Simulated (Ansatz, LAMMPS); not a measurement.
# Amorphous 86SiO2-14Al2O3 (mol %) (92 atoms): geometry optimisation, part 2 of 4

Aim: bring amorphous 86SiO2-14Al2O3 (mol %) (92 atoms) to a nearby minimum of the energy and see what moves.

Ansatz 0.2.0; Kohn-Sham DFT, PBE, PAW (set soft_2), plane waves.

The cell: 24 Si, 8 Al and 60 O. The quench rate of 50 K/ps far exceeds what a furnace or splat quench reaches. The starting topology of bonds comes from the classical model. Only the Γ point is sampled in the main run, in a cell whose shortest periodic width is 11 Å.

So far. Step 3 (Single point at the start): Neighbours are counted within 2.08 Å (O-Si), 2.23 Å (O-Al).

### 4. Cell and atoms relaxed

Cell and atoms are freed together, to release stress as well as forces.

File input.yaml:

```yaml
crystal:
  lattice:
    - [10.9431, 0.0, 0.0]
    - [0.0, 10.9431, 0.0]
    - [0.0, 0.0, 10.9431]
  atoms:
    [... the 92 atom lines of step 3 ...]
kpoints:
  mp_grid: { grid: [1, 1, 1] }
hamiltonian:
  xc: pbe
scf:
  occupations: { method: fermi_dirac, width: 0.025 }
output:
  forces: true
relax:
  f_tol: 0.04
  max_steps: 250
  cell: {}
```

On the command line:

```
$ ansatz run input.yaml --threads 4 --pin off --max-ram 8192MiB --backend cpu --events-out ev --progress --plain --runs-dir out
```

Numbers of over 12 decimals in the logs are rounded to 6 here.

What it wrote:

```text
[...]
Crystal: 92 atoms, lattice volume = 1310.452 Å³
Basis set: ecut = 420 eV, 25677 PW (Γ), exchange–correlation on 150×150×150 points (8 copies of the dense FFT grid, shifted against one another)
Bands: 332, of which v1, the nominal top of the filled ones, is band 240 counted from 1 (239 counted from 0)
Symmetry: 1 space group operations
[...]
k-points: 1
[...]
SCF iter   1: F=—  HF=-53702.338299 eV  |F-HF|=—  |Δ(HF+E_count)|=         —  Δρ=2.24e-3  dr2=1.18e-1  ethr=1.77e-3  ⟨swp⟩=6.0  Hψ=1595  notcnv=0  defer=52
[...]
SCF iter   9: F=-53702.325218 eV  HF=-53702.325218 eV  |F-HF|=9.49e-9  |Δ(HF+E_count)|=   7.44e-8  Δρ=1.49e-6  dr2=3.04e-8  ethr=2.08e-11  ⟨swp⟩=3.0  Hψ=1061  notcnv=0
SCF 1 converged in 9 iterations: F = -53702.325218 eV  dr2 = 3.04e-8
[...]
relax step   1: F+E_penalty+E_count = -53702.32521798 eV  Δ(F+E_penalty+E_count) = +0.000e0 eV  max|allowed force component| = 2.420e0 eV/Å  Δτ_max = 0.0000 Å  P = +3.623 GPa  Ω = 1310.452 Å³  (9 SCF iters, dr2 threshold 1.00e-7 eV, accepted)
[... from here on, the SCF cycles and remarks between the steps are left out ...]
relax step   2: F+E_penalty+E_count = -53704.00331380 eV  Δ(F+E_penalty+E_count) = -1.678e0 eV  max|allowed force component| = 1.630e0 eV/Å  Δτ_max = 0.0743 Å  P = +1.944 GPa  Ω = 1321.559 Å³  energy of the carried Pulay correction = -3.584e-2 eV  (7 SCF iters, dr2 threshold 9.20e-6 eV, accepted)
relax step   3: F+E_penalty+E_count = -53705.76656149 eV  Δ(F+E_penalty+E_count) = -1.763e0 eV  max|allowed force component| = 3.676e-1 eV/Å  Δτ_max = 0.1937 Å  P = -0.341 GPa  Ω = 1321.408 Å³  energy of the carried Pulay correction = -3.535e-2 eV  (8 SCF iters, dr2 threshold 9.20e-6 eV, accepted)
relax step   4: F+E_penalty+E_count = -53706.03825903 eV  Δ(F+E_penalty+E_count) = -2.717e-1 eV  max|allowed force component| = 6.608e-1 eV/Å  Δτ_max = 0.1148 Å  P = -0.044 GPa  Ω = 1308.096 Å³  energy of the carried Pulay correction = +7.639e-3 eV  (7 SCF iters, dr2 threshold 8.44e-6 eV, accepted)
relax step   5: F+E_penalty+E_count = -53706.24149221 eV  Δ(F+E_penalty+E_count) = -2.032e-1 eV  max|allowed force component| = 2.566e-1 eV/Å  Δτ_max = 0.2000 Å  P = +0.073 GPa  Ω = 1295.940 Å³  energy of the carried Pulay correction = +4.728e-2 eV  (8 SCF iters, dr2 threshold 9.20e-6 eV, accepted)
relax step   6: F+E_penalty+E_count = -53706.33729001 eV  Δ(F+E_penalty+E_count) = -9.580e-2 eV  max|allowed force component| = 4.583e-1 eV/Å  Δτ_max = 0.2000 Å  P = +0.039 GPa  Ω = 1298.488 Å³  energy of the carried Pulay correction = +3.894e-2 eV  (8 SCF iters, dr2 threshold 4.11e-6 eV, accepted)
relax step   7: F+E_penalty+E_count = -53706.43286598 eV  Δ(F+E_penalty+E_count) = -9.558e-2 eV  max|allowed force component| = 2.042e-1 eV/Å  Δτ_max = 0.2000 Å  P = -0.062 GPa  Ω = 1299.787 Å³  energy of the carried Pulay correction = +3.470e-2 eV  (7 SCF iters, dr2 threshold 9.20e-6 eV, accepted)
relax step   8: F+E_penalty+E_count = -53706.44162837 eV  Δ(F+E_penalty+E_count) = -8.762e-3 eV  max|allowed force component| = 7.796e-1 eV/Å  Δτ_max = 0.1942 Å  P = -0.089 GPa  Ω = 1296.511 Å³  energy of the carried Pulay correction = +4.541e-2 eV  (7 SCF iters, dr2 threshold 2.61e-6 eV, rejected (line search))
relax step   9: F+E_penalty+E_count = -53706.50730892 eV  Δ(F+E_penalty+E_count) = -7.444e-2 eV  max|allowed force component| = 1.528e-1 eV/Å  Δτ_max = 0.0971 Å  P = -0.023 GPa  Ω = 1296.615 Å³  energy of the carried Pulay correction = +4.507e-2 eV  (11 SCF iters, accepted)
relax step  10: F+E_penalty+E_count = -53706.57209752 eV  Δ(F+E_penalty+E_count) = -6.479e-2 eV  max|allowed force component| = 2.562e-1 eV/Å  Δτ_max = 0.0976 Å  P = -0.041 GPa  Ω = 1293.864 Å³  energy of the carried Pulay correction = +5.409e-2 eV  (7 SCF iters, dr2 threshold 1.46e-6 eV, accepted)
relax step  11: F+E_penalty+E_count = -53706.66152088 eV  Δ(F+E_penalty+E_count) = -8.942e-2 eV  max|allowed force component| = 4.080e-1 eV/Å  Δτ_max = 0.1451 Å  P = +0.038 GPa  Ω = 1289.832 Å³  energy of the carried Pulay correction = +6.734e-2 eV  (7 SCF iters, dr2 threshold 4.10e-6 eV, accepted)
relax step  12: F+E_penalty+E_count = -53706.59446984 eV  Δ(F+E_penalty+E_count) = +6.705e-2 eV  max|allowed force component| = 1.736e0 eV/Å  Δτ_max = 0.1952 Å  P = +0.105 GPa  Ω = 1284.961 Å³  energy of the carried Pulay correction = +8.341e-2 eV  (7 SCF iters, dr2 threshold 9.20e-6 eV, rejected (line search))
relax step  13: F+E_penalty+E_count = -53706.77629264 eV  Δ(F+E_penalty+E_count) = -1.148e-1 eV  max|allowed force component| = 1.704e-1 eV/Å  Δτ_max = 0.0976 Å  P = -0.011 GPa  Ω = 1288.813 Å³  energy of the carried Pulay correction = +7.070e-2 eV  (11 SCF iters, accepted)
relax step  14: F+E_penalty+E_count = -53706.83540906 eV  Δ(F+E_penalty+E_count) = -5.912e-2 eV  max|allowed force component| = 7.093e-2 eV/Å  Δτ_max = 0.1000 Å  P = -0.003 GPa  Ω = 1286.753 Å³  energy of the carried Pulay correction = +7.749e-2 eV  (7 SCF iters, dr2 threshold 1.81e-6 eV, accepted)
[...]
relax step  21: F+E_penalty+E_count = -53706.93088641 eV  Δ(F+E_penalty+E_count) = -1.005e-2 eV  max|allowed force component| = 1.980e-1 eV/Å  Δτ_max = 0.1081 Å  P = -0.009 GPa  Ω = 1281.312 Å³  energy of the carried Pulay correction = +9.548e-2 eV  (7 SCF iters, dr2 threshold 8.68e-7 eV, accepted)
relax step  22: F+E_penalty+E_count = -53706.95104262 eV  Δ(F+E_penalty+E_count) = -2.016e-2 eV  max|allowed force component| = 7.000e-2 eV/Å  Δτ_max = 0.1195 Å  P = +0.062 GPa  Ω = 1279.599 Å³  energy of the carried Pulay correction = +1.012e-1 eV  (7 SCF iters, dr2 threshold 2.45e-6 eV, accepted)
relax step  23: F+E_penalty+E_count = -53706.95060283 eV  Δ(F+E_penalty+E_count) = +4.398e-4 eV  max|allowed force component| = 2.082e-2 eV/Å  Δτ_max = 0.0477 Å  P = -0.010 GPa  Ω = 1281.130 Å³  energy of the carried Pulay correction = +9.608e-2 eV  (7 SCF iters, dr2 threshold 3.06e-7 eV, accepted)
relax step  24: F+E_penalty+E_count = -53706.95013453 eV  Δ(F+E_penalty+E_count) = +4.683e-4 eV  max|allowed force component| = 1.089e-1 eV/Å  Δτ_max = 0.0554 Å  P = -0.094 GPa  Ω = 1280.809 Å³  energy of the carried Pulay correction = +9.714e-2 eV  (10 SCF iters, rejected (line search))
relax step  25: F+E_penalty+E_count = -53706.95119588 eV  Δ(F+E_penalty+E_count) = -5.931e-4 eV  max|allowed force component| = 7.671e-2 eV/Å  Δτ_max = 0.0271 Å  P = +0.010 GPa  Ω = 1280.913 Å³  energy of the carried Pulay correction = +9.680e-2 eV  (10 SCF iters, rejected (line search))
relax step  26: F+E_penalty+E_count = -53706.95200572 eV  Δ(F+E_penalty+E_count) = -1.403e-3 eV  max|allowed force component| = 4.785e-2 eV/Å  Δτ_max = 0.0133 Å  P = +0.009 GPa  Ω = 1280.911 Å³  energy of the carried Pulay correction = +9.681e-2 eV  (9 SCF iters, accepted)
relax step  27: F+E_penalty+E_count = -53706.95085941 eV  Δ(F+E_penalty+E_count) = +1.146e-3 eV  max|allowed force component| = 4.325e-2 eV/Å  Δτ_max = 0.0295 Å  P = +0.023 GPa  Ω = 1281.232 Å³  energy of the carried Pulay correction = +9.574e-2 eV  (7 SCF iters, dr2 threshold 1.43e-7 eV, rejected (line search))
relax step  28: F+E_penalty+E_count = -53706.95132921 eV  Δ(F+E_penalty+E_count) = +6.765e-4 eV  max|allowed force component| = 7.710e-2 eV/Å  Δτ_max = 0.0141 Å  P = -0.010 GPa  Ω = 1281.161 Å³  energy of the carried Pulay correction = +9.598e-2 eV  (9 SCF iters, accepted)
relax step  29: F+E_penalty+E_count = -53706.95050688 eV  Δ(F+E_penalty+E_count) = +8.223e-4 eV  max|allowed force component| = 2.159e-2 eV/Å  Δτ_max = 0.0500 Å  P = -0.003 GPa  Ω = 1281.522 Å³  energy of the carried Pulay correction = +9.478e-2 eV  (7 SCF iters, dr2 threshold 3.72e-7 eV, accepted)
relax step  30: F+E_penalty+E_count = -53706.93499124 eV  Δ(F+E_penalty+E_count) = +1.552e-2 eV  max|allowed force component| = 2.173e-2 eV/Å  Δτ_max = 0.0000 Å  P = -0.044 GPa  Ω = 1281.522 Å³  stress off target by 2.82e-1 GPa  SCF on the basis re-selected at this cell (its energy is not comparable with the rows above)  (7 SCF iters)
relax step  31: F+E_penalty+E_count = -53706.94222169 eV  Δ(F+E_penalty+E_count) = -7.230e-3 eV  max|allowed force component| = 1.701e-1 eV/Å  Δτ_max = 0.0645 Å  P = +0.027 GPa  Ω = 1279.250 Å³  energy of the carried Pulay correction = +7.476e-3 eV  (8 SCF iters, dr2 threshold 1.99e-7 eV, rejected (line search))
relax step  32: F+E_penalty+E_count = -53706.94735696 eV  Δ(F+E_penalty+E_count) = -1.237e-2 eV  max|allowed force component| = 3.218e-2 eV/Å  Δτ_max = 0.0240 Å  P = +0.011 GPa  Ω = 1280.145 Å³  energy of the carried Pulay correction = +4.506e-3 eV  (10 SCF iters, accepted)
relax step  33: F+E_penalty+E_count = -53706.94045817 eV  Δ(F+E_penalty+E_count) = +6.899e-3 eV  max|allowed force component| = 3.222e-2 eV/Å  Δτ_max = 0.0000 Å  P = +0.005 GPa  Ω = 1280.145 Å³  stress off target by 3.90e-2 GPa  SCF on the basis re-selected at this cell (its energy is not comparable with the rows above)  (5 SCF iters)
[...]
SCF converged after 5 iterations
Free energy (F): -53706.940458 eV
[...]
Internal energy: -53706.940458 eV  (E = F + TS)
E sigma→0 (E₀):  -53706.940458 eV
Fermi energy:    4.431572 eV
[...]
--- Forces (eV/Å), atoms counted from 1 ---
  atom   1  Si    -0.00129042     0.00456876    -0.00165369
  atom   2  Si    -0.00192584     0.00694964     0.00298465
  atom   3  Si     0.00280741    -0.00222079     0.01158184
  atom   4  Si    -0.00185420    -0.00019678     0.00320000
  atom   5  Si    -0.00331854     0.00121608    -0.00847163
  atom   6  Si     0.01136668    -0.00518208    -0.00321135
  atom   7  Si    -0.00510600    -0.00633597    -0.00603485
  atom   8  Si    -0.00152864     0.00128609     0.00016266
  atom   9  Si     0.00406605     0.00456597     0.00050483
  atom  10  Si     0.00290610     0.00166841     0.00097063
  atom  11  Si    -0.00910647    -0.00270163     0.00056745
  atom  12  Si    -0.01164438     0.00399792     0.00116572
  atom  13  Si    -0.00073466    -0.00186469     0.00142773
  atom  14  Si    -0.00078858     0.00437209     0.00768289
[...]
atom  91  O      0.00094727    -0.00280986    -0.00164619
  atom  92  O     -0.00138232     0.00204938     0.00016000
  max |Σ_I F_I| component: 5.60e-5 eV/Å
--- Stress (GPa, compression-positive) ---
        0.013516      -0.000294      -0.023480
       -0.000295      -0.014639       0.009672
       -0.023488       0.009674       0.015444
  P = ⅓ Tr σ = 0.0048 GPa (0.048 kbar)
--- Relaxed structure (31 steps of the walk, 24 accepted, 2 SCFs on fresh bases) ---
  F+E_penalty+E_count = -53706.94045817 eV   max|allowed force component| = 3.222e-2 eV/Å   (the final SCF, on the basis selected at the relaxed cell)
  cell:  # Å, volume = 1280.1445 Å³
    - [11.044311, 0.123134, -0.265430]
    - [0.123134, 10.538952, 0.179869]
    - [-0.265430, 0.179869, 11.009218]
  atoms:
    - { symbol: Si, position: [0.432259, 0.637443, 0.174024] }
    - { symbol: Si, position: [0.204273, 0.797733, 0.912672] }
    - { symbol: Si, position: [0.739321, 0.822462, 0.963700] }
    - { symbol: Si, position: [0.842721, 0.521227, 0.331645] }
[...]
- { symbol: O, position: [0.184801, 0.692730, 0.483951] }
```

Run time: 6.1 min. Hardware: 4 threads of Arm Neoverse V2, shared host; peak memory 1.5 GiB.

The steps of the relaxation (22 of 33):

```tsv
step	energy less that of the first step (eV)	largest force component (eV/Å)	pressure (GPa)	volume (Å³)
1	0.0000	2.4205	3.62	1310.45
3	-3.4413	0.3676	-0.34	1321.41
4	-3.7130	0.6608	-0.04	1308.10
6	-4.0121	0.4583	0.04	1298.49
7	-4.1076	0.2042	-0.06	1299.79
9	-4.1821	0.1528	-0.02	1296.62
10	-4.2469	0.2562	-0.04	1293.86
12	-4.2693	1.7358	0.11	1284.96
13	-4.4511	0.1704	-0.01	1288.81
15	-4.5500	0.1231	0.01	1284.71
16	-4.5345	0.5738	0.03	1283.61
18	-4.5711	0.1196	-0.10	1284.57
19	-4.5789	0.2173	-0.05	1282.74
21	-4.6057	0.1980	-0.01	1281.31
22	-4.6258	0.0700	0.06	1279.60
24	-4.6249	0.1089	-0.09	1280.81
25	-4.6260	0.0767	0.01	1280.91
27	-4.6256	0.0432	0.02	1281.23
28	-4.6261	0.0771	-0.01	1281.16
30*	-4.6098	0.0217	-0.04	1281.52
31	-4.6170	0.1701	0.03	1279.25
33*	-4.6152	0.0322	0.00	1280.14
```

Relaxation steps marked * repeat the geometry before them on a plane-wave basis chosen anew for their cell, so energy and pressure can jump there. Other such steps can lie between the rows shown. Relaxation steps 8, 12, 16, 24, 25, 27, 31 were tried and not accepted.

```tsv
cell as run	before	after	change
a (Å)	10.943	11.048	+1.0 %
b (Å)	10.943	10.541	-3.7 %
c (Å)	10.943	11.014	+0.6 %
α (°)	90.00	88.10	-2.1 %
β (°)	90.00	92.75	+3.1 %
γ (°)	90.00	88.72	-1.4 %
volume (Å³/atom)	14.24	13.91	-2.3 %
```

The atoms that moved most (Å, as changes of fractional coordinates times the final cell):

```tsv
atom	dx	dy	dz	length
O57	-1.038	0.251	0.125	1.075
O40	-0.184	-0.305	0.822	0.896
Al26	0.582	-0.244	-0.575	0.853
O75	0.434	-0.421	-0.530	0.804
O82	-0.594	-0.232	-0.481	0.799
O38	0.197	0.254	-0.723	0.791
O68	0.197	-0.363	0.550	0.688
O72	0.320	0.269	-0.406	0.583
```

The relaxation changed the energy by -50.2 meV/atom, and atoms moved by 0.38 Å r.m.s., 1.1 Å at most.

### 5. Distances and neighbours after relaxation

Bonds before and after, by the cutoffs listed below:

```tsv
pair	bonds before	bonds after	mean before (Å)	mean after (Å)	spread before (Å)	spread after (Å)
O-Si	96	96	1.619	1.636	0.031	0.033
O-Al	31	33	1.788	1.827	0.150	0.117
```

Density 2.40 g/cm³, 13.91 Å³ an atom.

Pair distribution functions g(r), in bins of 0.2 Å:

```tsv
r (Å)	total	O-O	O-Si	O-Al	Si-Si	Si-Al	Al-Al
1.50	0.15	0.00	0.43	0.00	0.00	0.00	0.00
1.70	4.81	0.00	12.24	5.68	0.00	0.00	0.00
1.90	0.51	0.00	0.00	4.47	0.00	0.00	0.00
2.10	0.03	0.00	0.00	0.25	0.00	0.00	0.00
2.30	0.05	0.05	0.00	0.21	0.00	0.00	0.00
2.50	0.35	0.78	0.00	0.17	0.00	0.00	0.00
2.70	2.21	5.16	0.00	0.00	0.00	0.37	0.00
2.90	0.93	1.33	0.09	0.37	2.65	1.86	3.60
3.10	1.07	1.00	0.33	0.64	3.68	4.17	3.32
3.30	0.71	0.59	0.64	0.77	0.84	0.99	5.94
3.50	0.79	0.32	1.41	1.21	0.00	0.66	1.28
3.70	0.72	0.44	1.08	1.30	0.13	0.19	0.00
3.90	1.12	0.77	1.87	1.19	0.12	0.18	1.00
4.10	1.13	0.68	1.82	1.20	0.83	0.32	0.96
4.30	1.09	0.81	1.33	1.54	1.14	0.85	0.85
4.50	0.90	0.78	0.87	1.21	1.15	1.29	0.00
4.70	1.10	1.40	0.66	1.15	1.19	1.45	0.70
4.90	1.03	1.34	0.71	0.62	1.46	1.11	0.00
5.10	1.08	1.56	0.65	0.54	1.36	0.81	1.23
```

Bonds by pair of elements; cutoffs follow the first minimum of g(r), held within bounds set by covalent radii, and pairs that aren't listed don't count as bonded:

```tsv
pair A-B	cutoff (Å)	bonds	mean length (Å)	spread (Å)	shortest (Å)	B about A	A about B
O-Si	2.12	96	1.64	0.033	1.59	1.6	4
O-Al	2.38	33	1.83	0.117	1.70	0.55	4.12
```

How many atoms have how many bonded neighbours:

```tsv
element	mean	2	3	4	5
Al	4.12	0	0	7	1
O	2.15	51	9	0	0
Si	4	0	0	24	0
```

Bond angles, per cent of each kind in bins of 5°:

```tsv
angle (°)	O-Si-O	O-Al-O	Si-O-Si	Al-O-Si	Al-O-Al
70–75	0.0	1.9	0.0	0.0	0.0
75–80	0.0	1.9	0.0	0.0	0.0
80–85	0.0	1.9	0.0	0.0	0.0
85–90	0.7	3.9	0.0	0.0	0.0
90–95	0.0	9.6	0.0	0.0	0.0
95–100	0.7	11.5	0.0	6.7	10.0
100–105	11.8	11.5	0.0	3.3	20.0
105–110	42.4	19.2	0.0	6.7	0.0
110–115	35.4	13.5	0.0	3.3	10.0
115–120	8.3	3.9	0.0	16.7	10.0
120–125	0.7	9.6	10.5	16.7	30.0
125–130	0.0	1.9	7.9	10.0	0.0
130–135	0.0	0.0	23.7	3.3	0.0
135–140	0.0	1.9	13.2	10.0	0.0
140–145	0.0	1.9	7.9	6.7	20.0
145–150	0.0	0.0	7.9	6.7	0.0
150–155	0.0	0.0	7.9	6.7	0.0
155–160	0.0	1.9	2.6	0.0	0.0
160–165	0.0	0.0	7.9	3.3	0.0
165–170	0.0	1.9	2.6	0.0	0.0
170–175	0.0	1.9	7.9	0.0	0.0
```

Bond angles (no mean is given where the spread exceeds 20°):

```tsv
angle	count	mean (°)	spread (°)
O-Si-O	144	109	4.4
O-Al-O	52	109	19.2
Si-O-Si	38	142	15
Al-O-Si	30	127	16.8
Al-O-Al	10	118	14.1
```

Oxygen atoms by the number of network formers (Si, P, Ge, B, Al, As, Ga) bound to them:

```tsv
network formers bound to O	O atoms	per cent
0	0	0
1	0	0
2	51	85
3	9	15
```

Network units: each former by its oxygen neighbours and how many of them bridge to another former:

```tsv
former	O neighbours	bridging O	atoms
Si	4	4	24
Al	4	4	7
Al	5	5	1
```

Bond length by coordination (bonds to H left out):

```tsv
element	coordination	atoms	mean bond length (Å)
Al	4	7	1.80
Al	5	1	1.95
O	2	51	1.64
O	3	9	1.84
```

Rings of the network by King's shortest-path rule, up to 12 atoms, one path for each pair of neighbours; H, halogens, alkali and alkaline-earth atoms are left out, and the last column divides by all other atoms, bonded or not:

```tsv
ring size (atoms)	rings	per network atom
4	2	0.022
6	8	0.087
8	11	0.12
10	20	0.217
12	28	0.304
```

First main peaks of g(r), for some of the pairs, lie near 2.7 Å (O-O), 1.6 Å (O-Si), 1.8 Å (O-Al), 3.0 Å (Si-Si) and 3.1 Å (Si-Al). By these cutoffs 88 % of Al atoms have 4, 85 % of O atoms have 2 and all Si atoms have 4 bonded neighbours. The O-Si-O angle averages 109° with a spread of 4°. 85 % of the oxygens bridge two formers (Si and Al) and 0 % are non-bridging; 15 % join three. The commonest Si unit has 4 oxygens, 4 of them shared with other formers (24 of 24 atoms). Rings of 12 atoms are the most common (41 % of those counted); sizes run from 4 to 12, where the search stops.

(Continued in part 3 of 4.)

[Logs are printed without paths, hosts, clocks, repeated set-up lines and the standing remarks that a program may print on its own settings, such as how far it seeks lower states.]

[Hosts, paths, dates, database ids (printed as entryN), source tags and the programs' standing remarks are cut or masked in the printed files.]
